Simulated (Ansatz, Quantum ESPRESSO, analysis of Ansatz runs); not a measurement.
# Li2SnF6 (P-31m): the host for defect calculations, part 2 of 2

Before any defect goes in: Li2SnF6 (P-31m) at rest, and how it screens a charge.

Ansatz 0.2.0; plane-wave PAW DFT, PBEsol; relaxation of the host's cell and atoms (the session's first sound run).

So far, mean electronic dielectric tensor: step 3 (dielectric tensors of the host) 2.29.

## (4) Defect free supercell on its symmetric sites

This cell, the one that will hold the defects, is built from the relaxed host. It is run at the k-points of the defect runs; forces that show here come from the change of settings, chiefly the coarser sampling.

This step: plane-wave PAW DFT, PBEsol; single point of the defect-free supercell (Ansatz 0.2.0).

System of this step: Li2SnF6. The cell holds 72 atoms: 16 Li, 8 Sn and 48 F. Cell: a = 9.926 Å, b = 9.926 Å, c = 9.129 Å, α = 90.0°, β = 90.0°, γ = 120.0°.

pristine.point/input.yaml

```yaml
crystal:
  lattice:
    - [9.9260037726, 5.84e-08, 0.0]
    - [-4.9630019369, 8.596171396, 0.0]
    - [0.0, 0.0, 9.129405597]
  atoms:
    - { symbol: Li, position: [0.3333333334, 0.1666666666, 0.25] }
    - { symbol: Li, position: [0.1666666666, 0.3333333334, 0.25] }
    - { symbol: Sn, position: [0.0, 0.0, 0.0] }
    - { symbol: F, position: [0.1630259092, 0.1630259092, 0.1266525053] }
    - { symbol: F, position: [0.3369740908, 0.3369740908, 0.3733474947] }
    - { symbol: F, position: [0.3369740908, 0.0, 0.1266525053] }
    - { symbol: F, position: [0.1630259092, 0.0, 0.3733474947] }
    - { symbol: F, position: [0.0, 0.3369740908, 0.1266525053] }
    - { symbol: F, position: [0.0, 0.1630259092, 0.3733474947] }
    - { symbol: Li, position: [0.3333333334, 0.1666666666, 0.75] }
    - { symbol: Li, position: [0.1666666666, 0.3333333334, 0.75] }
    - { symbol: Sn, position: [0.0, 0.0, 0.5] }
    - { symbol: F, position: [0.1630259092, 0.1630259092, 0.6266525053] }
    - { symbol: F, position: [0.3369740908, 0.3369740908, 0.8733474947] }
    - { symbol: F, position: [0.3369740908, 0.0, 0.6266525053] }
    - { symbol: F, position: [0.1630259092, 0.0, 0.8733474947] }
    - { symbol: F, position: [0.0, 0.3369740908, 0.6266525053] }
    - { symbol: F, position: [0.0, 0.1630259092, 0.8733474947] }
    - { symbol: Li, position: [0.3333333334, 0.6666666666, 0.25] }
    - { symbol: Li, position: [0.1666666666, 0.8333333333, 0.25] }
    - { symbol: Sn, position: [0.0, 0.5, 0.0] }
    - { symbol: F, position: [0.1630259092, 0.6630259092, 0.1266525053] }
    - { symbol: F, position: [0.3369740908, 0.8369740909, 0.3733474947] }
    - { symbol: F, position: [0.3369740908, 0.5, 0.1266525053] }
    - { symbol: F, position: [0.1630259092, 0.5, 0.3733474947] }
    - { symbol: F, position: [0.0, 0.8369740909, 0.1266525053] }
    - { symbol: F, position: [0.0, 0.6630259092, 0.3733474947] }
    - { symbol: Li, position: [0.3333333334, 0.6666666666, 0.75] }
    - { symbol: Li, position: [0.1666666666, 0.8333333333, 0.75] }
    - { symbol: Sn, position: [0.0, 0.5, 0.5] }
    - { symbol: F, position: [0.1630259092, 0.6630259092, 0.6266525053] }
    - { symbol: F, position: [0.3369740908, 0.8369740909, 0.8733474947] }
    - { symbol: F, position: [0.3369740908, 0.5, 0.6266525053] }
    - { symbol: F, position: [0.1630259092, 0.5, 0.8733474947] }
    - { symbol: F, position: [0.0, 0.8369740909, 0.6266525053] }
    - { symbol: F, position: [0.0, 0.6630259092, 0.8733474947] }
    - { symbol: Li, position: [0.8333333333, 0.1666666666, 0.25] }
    - { symbol: Li, position: [0.6666666666, 0.3333333334, 0.25] }
    - { symbol: Sn, position: [0.5, 0.0, 0.0] }
    - { symbol: F, position: [0.6630259092, 0.1630259092, 0.1266525053] }
    - { symbol: F, position: [0.8369740909, 0.3369740908, 0.3733474947] }
    - { symbol: F, position: [0.8369740909, 0.0, 0.1266525053] }
    - { symbol: F, position: [0.6630259092, 0.0, 0.3733474947] }
    - { symbol: F, position: [0.5, 0.3369740908, 0.1266525053] }
    - { symbol: F, position: [0.5, 0.1630259092, 0.3733474947] }
    - { symbol: Li, position: [0.8333333333, 0.1666666666, 0.75] }
    - { symbol: Li, position: [0.6666666666, 0.3333333334, 0.75] }
    - { symbol: Sn, position: [0.5, 0.0, 0.5] }
    - { symbol: F, position: [0.6630259092, 0.1630259092, 0.6266525053] }
    - { symbol: F, position: [0.8369740909, 0.3369740908, 0.8733474947] }
    - { symbol: F, position: [0.8369740909, 0.0, 0.6266525053] }
    - { symbol: F, position: [0.6630259092, 0.0, 0.8733474947] }
    - { symbol: F, position: [0.5, 0.3369740908, 0.6266525053] }
    - { symbol: F, position: [0.5, 0.1630259092, 0.8733474947] }
    - { symbol: Li, position: [0.8333333333, 0.6666666666, 0.25] }
    - { symbol: Li, position: [0.6666666666, 0.8333333333, 0.25] }
    - { symbol: Sn, position: [0.5, 0.5, 0.0] }
    - { symbol: F, position: [0.6630259092, 0.6630259092, 0.1266525053] }
    - { symbol: F, position: [0.8369740909, 0.8369740909, 0.3733474947] }
    - { symbol: F, position: [0.8369740909, 0.5, 0.1266525053] }
    - { symbol: F, position: [0.6630259092, 0.5, 0.3733474947] }
    - { symbol: F, position: [0.5, 0.8369740909, 0.1266525053] }
    - { symbol: F, position: [0.5, 0.6630259092, 0.3733474947] }
    - { symbol: Li, position: [0.8333333333, 0.6666666666, 0.75] }
    - { symbol: Li, position: [0.6666666666, 0.8333333333, 0.75] }
    - { symbol: Sn, position: [0.5, 0.5, 0.5] }
    - { symbol: F, position: [0.6630259092, 0.6630259092, 0.6266525053] }
    - { symbol: F, position: [0.8369740909, 0.8369740909, 0.8733474947] }
    - { symbol: F, position: [0.8369740909, 0.5, 0.6266525053] }
    - { symbol: F, position: [0.6630259092, 0.5, 0.8733474947] }
    - { symbol: F, position: [0.5, 0.8369740909, 0.6266525053] }
    - { symbol: F, position: [0.5, 0.6630259092, 0.8733474947] }
basis:
  ecutwfc: 420
  xc_grid: 2
hamiltonian:
  xc: pbesol
kpoints:
  mp_grid: { grid: [1, 1, 1], shift: [0.25, 0.25, 0.25] }
scf:
  occupations: { method: fermi_dirac, width: 0.01 }
  max_iter: 80
output:
  forces: true
```

Started as:

```console
$ ansatz run input.yaml --threads 8 --pin off --max-ram 14131MiB --backend cpu --events-out ev --progress --plain --runs-dir out
```

Numbers of over 12 decimals in the logs are rounded to 6 here.

The program printed:

```text
[...]
Crystal: 72 atoms, lattice volume = 778.972 Å³
Basis set: ecut = 420 eV, 15259 PW (Γ), exchange–correlation on 144×144×128 points (8 copies of the dense FFT grid, shifted against one another)
Bands: 320, of which v1, the nominal top of the filled ones, is band 248 counted from 1 (247 counted from 0)
Symmetry: 32 space group operations
k-points: 1
[...]
SCF iter   1: F=—  HF=-89331.694770 eV  |F-HF|=—  |Δ(HF+E_count)|=         —  Δρ=1.53e-2  dr2=1.15e0  ethr=1.77e-3  ⟨swp⟩=5.0  Hψ=1279  notcnv=0  defer=39
[...]
SCF iter   7: F=-89331.338871 eV  HF=-89331.338872 eV  |F-HF|=4.75e-7  |Δ(HF+E_count)|=   3.99e-7  Δρ=1.21e-5  dr2=7.21e-7  ethr=1.57e-10  ⟨swp⟩=5.0  Hψ=1018  notcnv=0
SCF 1 converged in 7 iterations: F = -89331.338871 eV  dr2 = 7.21e-7
[...]
SCF converged after 7 iterations
Free energy (F): -89331.338871 eV
[...]
Internal energy: -89331.338871 eV  (E = F + TS)
E sigma→0 (E₀):  -89331.338871 eV
Fermi energy:    4.647709 eV
[...]
--- Forces (eV/Å), atoms counted from 1 ---
  atom   1  Li    -0.00027252     0.00015734     0.00000000
  atom   2  Li     0.00027252    -0.00015734    -0.00000000
  atom   3  Sn    -0.00000000    -0.00000000     0.00000000
  atom   4  F      0.00092842     0.00160808    -0.00097864
  atom   5  F     -0.00092842    -0.00160808     0.00097864
  atom   6  F     -0.00129174     0.00016622    -0.00014074
  atom   7  F      0.00129174    -0.00016622     0.00014074
  atom   8  F      0.00078982    -0.00103557    -0.00014074
  atom   9  F     -0.00078982     0.00103557     0.00014074
  atom  10  Li    -0.00027252     0.00015734     0.00000000
  atom  11  Li     0.00027252    -0.00015734    -0.00000000
  atom  12  Sn    -0.00000000    -0.00000000     0.00000000
  atom  13  F      0.00092842     0.00160808    -0.00097864
  atom  14  F     -0.00092842    -0.00160808     0.00097864
  atom  15  F     -0.00129174     0.00016622    -0.00014074
  atom  16  F      0.00129174    -0.00016622     0.00014074
  atom  17  F      0.00078982    -0.00103557    -0.00014074
  atom  18  F     -0.00078982     0.00103557     0.00014074
  atom  19  Li    -0.00027252     0.00015734     0.00000000
  atom  20  Li     0.00027252    -0.00015734    -0.00000000
  atom  21  Sn    -0.00000000     0.00000000    -0.00000000
  atom  22  F      0.00092842     0.00160808    -0.00097864
  atom  23  F     -0.00092842    -0.00160808     0.00097864
  atom  24  F     -0.00129174     0.00016622    -0.00014074
  atom  25  F      0.00129174    -0.00016622     0.00014074
  atom  26  F      0.00078982    -0.00103557    -0.00014074
  atom  27  F     -0.00078982     0.00103557     0.00014074
  atom  28  Li    -0.00027252     0.00015734     0.00000000
  atom  29  Li     0.00027252    -0.00015734    -0.00000000
  atom  30  Sn    -0.00000000     0.00000000    -0.00000000
  atom  31  F      0.00092842     0.00160808    -0.00097864
  atom  32  F     -0.00092842    -0.00160808     0.00097864
  atom  33  F     -0.00129174     0.00016622    -0.00014074
  atom  34  F      0.00129174    -0.00016622     0.00014074
  atom  35  F      0.00078982    -0.00103557    -0.00014074
  atom  36  F     -0.00078982     0.00103557     0.00014074
  atom  37  Li    -0.00027252     0.00015734     0.00000000
  atom  38  Li     0.00027252    -0.00015734    -0.00000000
  atom  39  Sn    -0.00000000     0.00000000    -0.00000000
  atom  40  F      0.00092842     0.00160808    -0.00097864
[...]
atom  61  F      0.00129174    -0.00016622     0.00014074
  atom  62  F      0.00078982    -0.00103557    -0.00014074
  atom  63  F     -0.00078982     0.00103557     0.00014074
  atom  64  Li    -0.00027252     0.00015734     0.00000000
  atom  65  Li     0.00027252    -0.00015734    -0.00000000
  atom  66  Sn    -0.00000000    -0.00000000     0.00000000
  atom  67  F      0.00092842     0.00160808    -0.00097864
  atom  68  F     -0.00092842    -0.00160808     0.00097864
  atom  69  F     -0.00129174     0.00016622    -0.00014074
  atom  70  F      0.00129174    -0.00016622     0.00014074
  atom  71  F      0.00078982    -0.00103557    -0.00014074
  atom  72  F     -0.00078982     0.00103557     0.00014074
  max |Σ_I F_I| component: 2.82e-18 eV/Å
```

The job ended after 4.3 s (8 threads of Arm Neoverse V2, shared host; peak memory 1.5 GiB; 22 s of CPU time).

## (5) Defect free supercell relaxed from displaced atoms

This step: plane-wave PAW DFT, PBEsol; relaxation of the defect-free supercell from random displacements, a test of the host's stability (Ansatz 0.2.0).

pristine.rattled/input.yaml, as its differences from pristine.point/input.yaml of step 4:

```diff
@@ -90 +90,5 @@
   forces: true
+relax:
+  f_tol: 0.01
+  max_steps: 120
+  random_displacement: { amplitude: 0.08, seed: 8137 }
```

The program printed:

```text
[...]
Crystal: 72 atoms, lattice volume = 778.972 Å³
Basis set: ecut = 420 eV, 15259 PW (Γ), exchange–correlation on 144×144×128 points (8 copies of the dense FFT grid, shifted against one another)
Bands: 320, of which v1, the nominal top of the filled ones, is band 248 counted from 1 (247 counted from 0)
Symmetry: 1 space group operations
k-points: 1
[...]
SCF iter   1: F=—  HF=-89329.508232 eV  |F-HF|=—  |Δ(HF+E_count)|=         —  Δρ=1.52e-2  dr2=1.14e0  ethr=1.77e-3  ⟨swp⟩=6.0  Hψ=1366  notcnv=0  defer=32
[...]
SCF iter   7: F=-89329.158559 eV  HF=-89329.158559 eV  |F-HF|=6.21e-7  |Δ(HF+E_count)|=   6.49e-6  Δρ=1.69e-5  dr2=1.45e-6  ethr=5.04e-10  ⟨swp⟩=4.0  Hψ=961  notcnv=0
SCF 1 converged in 7 iterations: F = -89329.158559 eV  dr2 = 1.45e-6
[...]
relax step   1: F+E_penalty+E_count = -89329.15855884 eV  Δ(F+E_penalty+E_count) = +0.000e0 eV  max|allowed force component| = 3.999e0 eV/Å  Δτ_max = 0.0000 Å  (7 SCF iters, dr2 threshold 2.50e-6 eV, accepted)
[...]
relax step   2: F+E_penalty+E_count = -89330.91761262 eV  Δ(F+E_penalty+E_count) = -1.759e0 eV  max|allowed force component| = 1.477e0 eV/Å  Δτ_max = 0.0879 Å  (6 SCF iters, dr2 threshold 1.00e-4 eV, accepted)
relax step   3: F+E_penalty+E_count = -89331.33758805 eV  Δ(F+E_penalty+E_count) = -4.200e-1 eV  max|allowed force component| = 2.827e-2 eV/Å  Δτ_max = 0.0985 Å  (6 SCF iters, dr2 threshold 1.00e-4 eV, accepted)
relax step   4: F+E_penalty+E_count = -89331.33760348 eV  Δ(F+E_penalty+E_count) = -1.544e-5 eV  max|allowed force component| = 2.798e-2 eV/Å  Δτ_max = 0.0000 Å  (5 SCF iters, accepted)
SCF iter   1: F=—  HF=-89331.339902 eV  |F-HF|=—  |Δ(HF+E_count)|=         —  Δρ=7.40e-4  dr2=1.98e-3  ethr=6.36e-6  ⟨swp⟩=5.0  Hψ=608  notcnv=0  defer=64
[...]
SCF iter   7: F=-89331.338877 eV  HF=-89331.338877 eV  |F-HF|=4.48e-9  |Δ(HF+E_count)|=   1.14e-9  Δρ=1.46e-6  dr2=1.17e-8  ethr=2.02e-11  ⟨swp⟩=4.0  Hψ=885  notcnv=0
SCF 5 converged in 7 iterations: F = -89331.338877 eV  dr2 = 1.17e-8
relax step   5: F+E_penalty+E_count = -89331.33887673 eV  Δ(F+E_penalty+E_count) = -1.273e-3 eV  max|allowed force component| = 1.116e-3 eV/Å  Δτ_max = 0.0112 Å  (7 SCF iters, accepted)
SCF converged after 7 iterations
Free energy (F): -89331.338877 eV
[...]
Internal energy: -89331.338877 eV  (E = F + TS)
E sigma→0 (E₀):  -89331.338877 eV
Fermi energy:    4.647306 eV
[...]
--- Forces (eV/Å), atoms counted from 1 ---
  atom   1  Li    -0.00010983     0.00054242     0.00077352
  atom   2  Li    -0.00001513     0.00005530    -0.00015595
  atom   3  Sn     0.00028118    -0.00023500    -0.00032074
  atom   4  F      0.00018342     0.00019871    -0.00029150
  atom   5  F     -0.00020794     0.00005086    -0.00001868
  atom   6  F     -0.00004059     0.00014058     0.00014743
  atom   7  F      0.00027984     0.00013652     0.00011305
  atom   8  F     -0.00006746     0.00033728    -0.00010560
  atom   9  F      0.00030161    -0.00031552     0.00010127
  atom  10  Li     0.00034557    -0.00014942     0.00046197
  atom  11  Li     0.00043657    -0.00039258    -0.00066692
  atom  12  Sn    -0.00036009    -0.00020329    -0.00018908
  atom  13  F     -0.00003952    -0.00012428     0.00013945
  atom  14  F     -0.00033939     0.00010396     0.00024185
  atom  15  F      0.00055442    -0.00082493     0.00026238
  atom  16  F      0.00010325     0.00017498     0.00004496
  atom  17  F     -0.00001749    -0.00000450     0.00003475
  atom  18  F      0.00002492     0.00020887    -0.00005740
  atom  19  Li     0.00036554     0.00018832    -0.00014127
  atom  20  Li     0.00026621    -0.00026003     0.00016785
  atom  21  Sn    -0.00005090     0.00059263     0.00013178
  atom  22  F      0.00031887     0.00003823    -0.00010170
  atom  23  F      0.00037931     0.00017847     0.00031125
  atom  24  F     -0.00010924    -0.00018893    -0.00010661
  atom  25  F     -0.00049978    -0.00028135     0.00001360
  atom  26  F      0.00026969    -0.00011504     0.00012833
  atom  27  F      0.00016449    -0.00022779     0.00006718
  atom  28  Li     0.00002855    -0.00030874     0.00078857
  atom  29  Li    -0.00010666    -0.00045025    -0.00087712
  atom  30  Sn     0.00022080    -0.00040092    -0.00000357
  atom  31  F      0.00039788     0.00000948    -0.00022340
  atom  32  F      0.00015368    -0.00041179     0.00056049
  atom  33  F      0.00032134     0.00004618     0.00029612
  atom  34  F     -0.00052586    -0.00010205     0.00002605
  atom  35  F      0.00015627     0.00004360    -0.00025352
  atom  36  F     -0.00002605     0.00010722    -0.00042521
  atom  37  Li    -0.00015379     0.00002645    -0.00031928
  atom  38  Li     0.00022927    -0.00007055     0.00067297
  atom  39  Sn     0.00016268     0.00026742     0.00014845
  atom  40  F     -0.00029466     0.00000377    -0.00021328
[...]
atom  61  F      0.00013410     0.00015207     0.00025797
  atom  62  F     -0.00039939     0.00015381    -0.00003014
  atom  63  F     -0.00014568    -0.00002295     0.00009126
  atom  64  Li    -0.00090395     0.00011877    -0.00040119
  atom  65  Li    -0.00072406    -0.00010955     0.00021011
  atom  66  Sn    -0.00033301     0.00036570     0.00016752
  atom  67  F     -0.00011801     0.00030799    -0.00020292
  atom  68  F     -0.00028179    -0.00030289     0.00007319
  atom  69  F      0.00013701     0.00005841    -0.00003607
  atom  70  F     -0.00039098     0.00015942    -0.00045709
  atom  71  F      0.00014608     0.00036666     0.00017464
  atom  72  F     -0.00014882     0.00018669    -0.00013390
  max |Σ_I F_I| component: 4.78e-5 eV/Å
--- Relaxed structure (5 steps of the walk, 5 accepted, 0 SCFs on fresh bases) ---
  F+E_penalty+E_count = -89331.33887673 eV   max|allowed force component| = 1.116e-3 eV/Å
  atoms:
    - { symbol: Li, position: [0.333413, 0.166283, 0.249618] }
    - { symbol: Li, position: [0.166780, 0.332969, 0.249716] }
    - { symbol: Sn, position: [7.305132807968129e-5, -0.000356, -0.000299] }
    - { symbol: F, position: [0.163142, 0.162698, 0.126310] }
    - { symbol: F, position: [0.337038, 0.336558, 0.373071] }
    - { symbol: F, position: [0.337072, -0.000367, 0.126308] }
    - { symbol: F, position: [0.163110, -0.000374, 0.373017] }
    - { symbol: F, position: [0.000117, 0.336596, 0.126348] }
    - { symbol: F, position: [8.0554483559786e-5, 0.162676, 0.373050] }
    - { symbol: Li, position: [0.333422, 0.166340, 0.749669] }
    - { symbol: Li, position: [0.166762, 0.332996, 0.749735] }
    - { symbol: Sn, position: [0.000111, -0.000349, 0.499695] }
    - { symbol: F, position: [0.163164, 0.162727, 0.626296] }
    - { symbol: F, position: [0.337050, 0.336584, 0.873068] }
    - { symbol: F, position: [0.337047, -0.000311, 0.626322] }
    - { symbol: F, position: [0.163112, -0.000357, 0.873053] }
    - { symbol: F, position: [0.000113, 0.336633, 0.626343] }
    - { symbol: F, position: [6.853297418826787e-5, 0.162664, 0.873036] }
    - { symbol: Li, position: [0.333411, 0.666311, 0.249693] }
    - { symbol: Li, position: [0.166742, 0.832971, 0.249655] }
    - { symbol: Sn, position: [9.588204371810405e-5, 0.499614, -0.000305] }
    - { symbol: F, position: [0.163141, 0.662691, 0.126307] }
    - { symbol: F, position: [0.337001, 0.836579, 0.373064] }
    - { symbol: F, position: [0.337081, 0.499653, 0.126343] }
    - { symbol: F, position: [0.163144, 0.499655, 0.373050] }
    - { symbol: F, position: [7.888452873977547e-5, 0.836613, 0.126347] }
    - { symbol: F, position: [7.642762351456334e-5, 0.662682, 0.373042] }
    - { symbol: Li, position: [0.333435, 0.666334, 0.749620] }
    - { symbol: Li, position: [0.166787, 0.833012, 0.749763] }
    - { symbol: Sn, position: [0.000104, 0.499661, 0.499691] }
    - { symbol: F, position: [0.163144, 0.662724, 0.626313] }
    - { symbol: F, position: [0.337045, 0.836593, 0.873041] }
    - { symbol: F, position: [0.337061, 0.499647, 0.626319] }
    - { symbol: F, position: [0.163145, 0.499639, 0.873047] }
    - { symbol: F, position: [0.000115, 0.836633, 0.626365] }
    - { symbol: F, position: [9.273423359412725e-5, 0.662661, 0.873066] }
    - { symbol: Li, position: [0.833427, 0.166313, 0.249729] }
    - { symbol: Li, position: [0.666751, 0.332949, 0.249630] }
    - { symbol: Sn, position: [0.500113, -0.000375, -0.000330] }
    - { symbol: F, position: [0.663166, 0.162686, 0.126290] }
    - { symbol: F, position: [0.837060, 0.336603, 0.373069] }
    - { symbol: F, position: [0.837052, -0.000334, 0.126350] }
    - { symbol: F, position: [0.663087, -0.000384, 0.373032] }
    - { symbol: F, position: [0.500096, 0.336590, 0.126307] }
    - { symbol: F, position: [0.500067, 0.162669, 0.373020] }
    - { symbol: Li, position: [0.833405, 0.166295, 0.749643] }
    - { symbol: Li, position: [0.666787, 0.332971, 0.749712] }
    - { symbol: Sn, position: [0.500061, -0.000359, 0.499679] }
    - { symbol: F, position: [0.663141, 0.162691, 0.626287] }
    - { symbol: F, position: [0.837042, 0.336571, 0.873069] }
    - { symbol: F, position: [0.837065, -0.000345, 0.626325] }
    - { symbol: F, position: [0.663127, -0.000403, 0.873013] }
    - { symbol: F, position: [0.500121, 0.336612, 0.626349] }
    - { symbol: F, position: [0.500113, 0.162656, 0.873015] }
    - { symbol: Li, position: [0.833399, 0.666268, 0.249756] }
    - { symbol: Li, position: [0.666775, 0.832978, 0.249730] }
    - { symbol: Sn, position: [0.500106, 0.499648, -0.000316] }
    - { symbol: F, position: [0.663158, 0.662685, 0.126319] }
    - { symbol: F, position: [0.837035, 0.836585, 0.373095] }
    - { symbol: F, position: [0.837061, 0.499620, 0.126341] }
    - { symbol: F, position: [0.663109, 0.499598, 0.373021] }
    - { symbol: F, position: [0.500110, 0.836595, 0.126326] }
    - { symbol: F, position: [0.500091, 0.662655, 0.373038] }
    - { symbol: Li, position: [0.833466, 0.666299, 0.749725] }
    - { symbol: Li, position: [0.666802, 0.832953, 0.749648] }
    - { symbol: Sn, position: [0.500094, 0.499619, 0.499684] }
    - { symbol: F, position: [0.663161, 0.662671, 0.626300] }
    - { symbol: F, position: [0.837039, 0.836578, 0.873076] }
    - { symbol: F, position: [0.837070, 0.499654, 0.626346] }
    - { symbol: F, position: [0.663149, 0.499624, 0.873063] }
    - { symbol: F, position: [0.500082, 0.836604, 0.626310] }
    - { symbol: F, position: [0.500097, 0.662661, 0.873018] }
```

It took 29 s on 8 threads; peak memory 1.6 GiB.

The steps of the relaxation:

```
step  energy less that of the first step (eV)  largest force component (eV/Å)
   1                                   0.0000                          3.9987
   2                                  -1.7591                          1.4768
   3                                  -2.1790                          0.0283
   4                                  -2.1790                          0.0280
   5                                  -2.1803                          0.0011
```

The relaxation ends 30 meV an atom lower than the displaced start, with a largest force component of 0.0011 eV/Å.

## (6) What came out

```json
{
  "primitive cell vectors, lengths": "4.963, 4.963, 4.565 Å",
  "electronic dielectric constant": "(2.29, 2.29, 2.30) along x, y and z",
  "static dielectric constant": "(6.70, 6.70, 8.44) along x, y and z",
  "gap on the k-mesh of the response run (PBEsol)": "5.24 eV",
  "symmetric supercell less the displaced and relaxed one": "0.000 eV"
}
```

In words: Step 5: The energy fell by 2.180 eV from the randomly displaced start; the atoms end within 0.005 Å of the sites as typed, once the mean shift is taken out. The displaced cell ends within 0.01 eV of the symmetric one, so no lower structure shows in this supercell. The k-mesh can miss the band edges, so this gap is an upper bound at this level. All at zero temperature.

[Logs are printed without paths, hosts, clocks, repeated set-up lines and the standing remarks that a program may print on its own settings, such as how far it seeks lower states.]

[Hosts, paths, dates, database ids (printed as entryN), source tags and the programs' standing remarks are cut or masked in the printed files.]

[Runs of the host that timed out are not shown.]

[For some hosts the program warned that the k-mesh of the response run may be too coarse for force constants and the static dielectric constant; such warnings are not always shown.]
